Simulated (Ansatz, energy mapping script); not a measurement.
# Spin model of NiO from collinear orders, part 3 of 3

How strongly do the moments of NiO couple under LDA+U (1.98 eV)? The plan is to run several orders and fit a Heisenberg model.

LDA with U = 1.98 eV on Ni d, ortho-atomic projectors; plane waves, U on orthogonalised atomic orbitals unless named otherwise, collinear spin, no spin–orbit coupling.

So far. Step 8 (Parallel start in cell C (6 atoms)): The run ends ferromagnetic. For each magnetic atom its energy differs from the parallel run of the first cell by 1.87 meV, an error that one common reference would have brought in. Step 9 (Order 6: uncompensated ++−, cell C of 6 atoms): The run ends ferrimagnetic, 186.47 meV a magnetic atom below the parallel order of its cell.

## 10. Parallel start in cell D (6 atoms)

A new cell needs its own zero of energy.

This run holds the same structure in another cell (c 7.226 → 6.596 Å, α 90.0 → 102.9°, β 90.0 → 102.9°, γ 120.0 → 90.0°).

Contents of input.yaml:

```yaml
crystal:
  lattice:
    - [0.0, 2.085901641, 2.085901641]
    - [0.0, 2.085901641, -2.085901641]
    - [-6.257704923, -2.085901641, 0.0]
  atoms:
    - { symbol: Ni, position: [0.0, 0.0, 0.0], spin: 2.0 }
    - { symbol: Ni, position: [0.333333333, 0.333333333, 0.666666667], spin: 2.0 }
    - { symbol: Ni, position: [0.666666667, 0.666666667, 0.333333333], spin: 2.0 }
    - { symbol: O, position: [0.833333333, 0.833333333, 0.666666667] }
    - { symbol: O, position: [0.166666667, 0.166666667, 0.333333333] }
    - { symbol: O, position: [0.5, 0.5, 0.0] }
magnetization:
  spin_polarized: true
kpoints:
  mp_grid: { grid: [8, 8, 8] }
hamiltonian:
  xc: lda
  hubbard:
    sites:
      - { species: Ni, l: d, u_eff: 1.98 }
      - { site: 0, l: d, u_eff: 1.98, starting_ns: [{ spin: up, occupation_matrix: ni1_major }, { spin: down, occupation_matrix: ni1_minor }] }
      - { site: 1, l: d, u_eff: 1.98, starting_ns: [{ spin: up, occupation_matrix: ni1_major }, { spin: down, occupation_matrix: ni1_minor }] }
      - { site: 2, l: d, u_eff: 1.98, starting_ns: [{ spin: up, occupation_matrix: ni1_major }, { spin: down, occupation_matrix: ni1_minor }] }
    projectors: ortho-atomic
    occupation_matrices:
      ni1_major:
        matrix:
          - [0.99, 0.0, 0.0, 0.0, 0.0]
          - [0.0, 0.997, 0.0, 0.0, 0.0]
          - [0.0, 0.0, 0.997, 0.0, 0.0]
          - [0.0, 0.0, 0.0, 0.99, 0.0]
          - [0.0, 0.0, 0.0, 0.0, 0.997]
      ni1_minor:
        matrix:
          - [0.246, 0.0, 0.0, 0.0, 0.0]
          - [0.0, 0.991, 0.0, 0.0, 0.0]
          - [0.0, 0.0, 0.991, 0.0, 0.0]
          - [0.0, 0.0, 0.0, 0.246, 0.0]
          - [0.0, 0.0, 0.0, 0.0, 0.991]
scf:
  occupations: { method: fermi_dirac, width: 0.05 }
output:
  eigenvalues: true
```

Started as:

```console
$ ansatz run input.yaml --threads 4 --pin off --max-ram 8192MiB --backend cpu --events-out ev --progress --plain --runs-dir out
```

Numbers of over 12 decimals in the logs are rounded to 6 here.

Output:

```text
[...]
Crystal: 6 atoms, lattice volume = 54.454 Å³
Basis set: ecut = 420 eV, 1049 PW (Γ)
Bands: 47, of which v1, the nominal top of the filled ones, is band 36 counted from 1 (35 counted from 0)
Symmetry: 48 space group operations
[...]
k-points: 59 of 512
[...]
Starting moments: Σ|m| = 6 μB on 3 of 6 sites
[...]
k-point 1 ↑: bands = [... 32 lower, 11.2620, 11.4319, 11.5380, 11.5380, 11.7315, 11.7315, 11.7769, 15.7559, ... 7 higher]
  k-point 2 ↑: bands = [... 32 lower, 11.3386, 11.4184, 11.4184, 11.4924, 11.7613, 11.7613, 11.8440, 16.2590, ... 7 higher]
  k-point 58 ↓: bands = [... 32 lower, 12.4994, 14.2368, 14.2368, 14.4175, 14.6605, 14.6605, 15.1310, 20.8613, ... 7 higher]
Occupation matrices written to <dir>
[key lines of the parts left out:]
SCF converged after 12 iterations
Magnetization: 5.7821 μB (38.8911 up, 33.1089 down)
Free energy (F): -18979.239524 eV
Fermi energy:    13.890727 eV
```

Elapsed: 4.8 s, on 4 threads of Arm Neoverse V2, shared host; peak memory 0.53 GiB.

The run ends ferromagnetic. For each magnetic atom its energy differs from the parallel run of the first cell by 0.89 meV, an error that one common reference would have brought in.

## 11. Order 8: uncompensated ++−, cell D of 6 atoms

This order reverses 5.33 of the 12 neighbours at 2.95 Å, 1.33 of the 6 neighbours at 4.17 Å and 16 of the 24 neighbours at 5.11 Å, counted for an average magnetic atom.

input.yaml, as its differences from that of step 10:

```diff
@@ -8,3 +8,3 @@
     - { symbol: Ni, position: [0.333333333, 0.333333333, 0.666666667], spin: 2.0 }
-    - { symbol: Ni, position: [0.666666667, 0.666666667, 0.333333333], spin: 2.0 }
+    - { symbol: Ni, position: [0.666666667, 0.666666667, 0.333333333], spin: -2.0 }
     - { symbol: O, position: [0.833333333, 0.833333333, 0.666666667] }
@@ -23,3 +23,3 @@
       - { site: 1, l: d, u_eff: 1.98, starting_ns: [{ spin: up, occupation_matrix: ni1_major }, { spin: down, occupation_matrix: ni1_minor }] }
-      - { site: 2, l: d, u_eff: 1.98, starting_ns: [{ spin: up, occupation_matrix: ni1_major }, { spin: down, occupation_matrix: ni1_minor }] }
+      - { site: 2, l: d, u_eff: 1.98, starting_ns: [{ spin: up, occupation_matrix: ni1_minor }, { spin: down, occupation_matrix: ni1_major }] }
     projectors: ortho-atomic
```

Output:

```text
[...]
Crystal: 6 atoms, lattice volume = 54.454 Å³
Basis set: ecut = 420 eV, 1049 PW (Γ)
Bands: 47, of which v1, the nominal top of the filled ones, is band 36 counted from 1 (35 counted from 0)
Symmetry: 16 space group operations
[...]
k-points: 59 of 512
[...]
Starting moments: Σ|m| = 6 μB on 3 of 6 sites
[...]
k-point 1 ↑: bands = [... 32 lower, 11.7017, 11.7734, 11.7734, 12.4076, 12.4076, 13.7753, 14.3744, 15.8799, ... 7 higher]
  k-point 2 ↑: bands = [... 32 lower, 11.7687, 11.7697, 11.7697, 12.3938, 12.3938, 13.7754, 14.3785, 16.3951, ... 7 higher]
  k-point 58 ↓: bands = [... 32 lower, 12.3948, 12.4854, 12.4857, 14.3217, 14.4262, 14.5670, 14.9309, 20.5732, ... 7 higher]
Occupation matrices written to <dir>
[key lines of the parts left out:]
SCF converged after 16 iterations
Magnetization: 1.9766 μB (36.9883 up, 35.0117 down)
Free energy (F): -18979.390343 eV
Fermi energy:    13.954499 eV
```

Wall time 7.2 s (4 threads); peak memory 0.55 GiB.

The run ends ferrimagnetic, 51.50 meV a magnetic atom below the parallel order of its cell (energies taken at zero occupation width, not the printed F).

## 12. Mapping onto a Heisenberg model

Each energy difference is a sum of couplings weighted by the pairs that the order reverses. A few near shells are fitted to the differences by least squares. Energies are those extrapolated to zero occupation width, not the free energies F.

Energies from the parallel order of the same cell:

| order | atoms | energy (meV a magnetic atom) | moments (μB) | moments kept as typed | opposed neighbours at 2.95, 4.17, 5.11 Å |
| --- | --- | --- | --- | --- | --- |
| parallel in cell A | 4 | 0.00 | 1.53 | yes | 0, 0, 0 |
| compensated +− in cell A | 4 | 40.20 | 1.55 | yes | 8, 0, 16 |
| parallel in cell B | 4 | 0.00 | 1.54 | yes | 0, 0, 0 |
| compensated +− in cell B | 4 | -259.01 | 1.42 | yes | 6, 6, 12 |
| parallel in cell C | 6 | 0.00 | 1.54 | yes | 0, 0, 0 |
| uncompensated ++− in cell C | 6 | -186.47 | 1.39 to 1.49 | yes | 4, 4, 12 |
| parallel in cell D | 6 | 0.00 | 1.54 | yes | 0, 0, 0 |
| uncompensated ++− in cell D | 6 | -51.50 | 1.49 to 1.53 | yes | 5.33, 1.33, 16 |

The Heisenberg fit (each pair counts twice, positive J is ferromagnetic):

```
 pair  distance (Å)  neighbours  J (meV)
Ni–Ni          2.95          12     5.44
Ni–Ni          4.17           6    -24.2
Ni–Ni          5.11          24    -1.45
```

These orders cannot tell some unfitted shells from fitted ones: the value at 2.95 Å holds J(2.95) − 2 J(5.90) + 4 J(7.80) and the value at 5.11 Å holds J(5.11) + J(5.90); other unfitted shells add to the values wholly or in part. No temperature is drawn.

Adding the shell at 6.60 Å gives 5.7, -24, -1.5 and -0.14 meV, an exact solve that tests nothing.

Limits of this fit: some orders are gapless and others have a gap.

## 13. Outcome

```
lowest order tried                                              : compensated +− in cell B
largest fitted value (a combination of shells), Ni–Ni at 4.17 Å : -24.2 meV
```

**Reading.** Of the orders tried, NiO prefers the order “compensated +− in cell B” under LDA+U (1.98 eV), with 6 of 12 neighbours at 2.95 Å, 6 of 6 neighbours at 4.17 Å and 12 of 24 neighbours at 5.11 Å opposed. The largest fitted coupling is the Ni–Ni pair at 4.17 Å, antiferromagnetic at -24 meV, across a ligand at about 180°. The orders also reverse pairs at 5.90 Å, which are not fitted, so the fitted values hold their part too. With 4 differences for 3 couplings the fit misses by 1.7 meV at most, a small part of the spread. In the fitted orders moments change by up to 10.0 % against the parallel run of the same cell, so the mapping is rough. With a near shell that the orders cannot separate, no temperature is given. The fit is in doubt: some orders are gapless and others have a gap. The couplings are then rough, the small ones most of all.

[Logs and program files are shortened in this print: banners, set-up blocks, solver, clock and traceback lines can be left out without a mark of their own.]

[Logs are printed without paths, hosts, clocks, repeated set-up lines and the standing remarks that a program may print on its own settings, such as how far it seeks lower states.]

[Hosts, paths, dates, database ids (printed as entryN), source tags and the programs' standing remarks are cut or masked in the printed files.]

[Where a cell is said to come from a database of computed structures, the database is the Materials Project.]
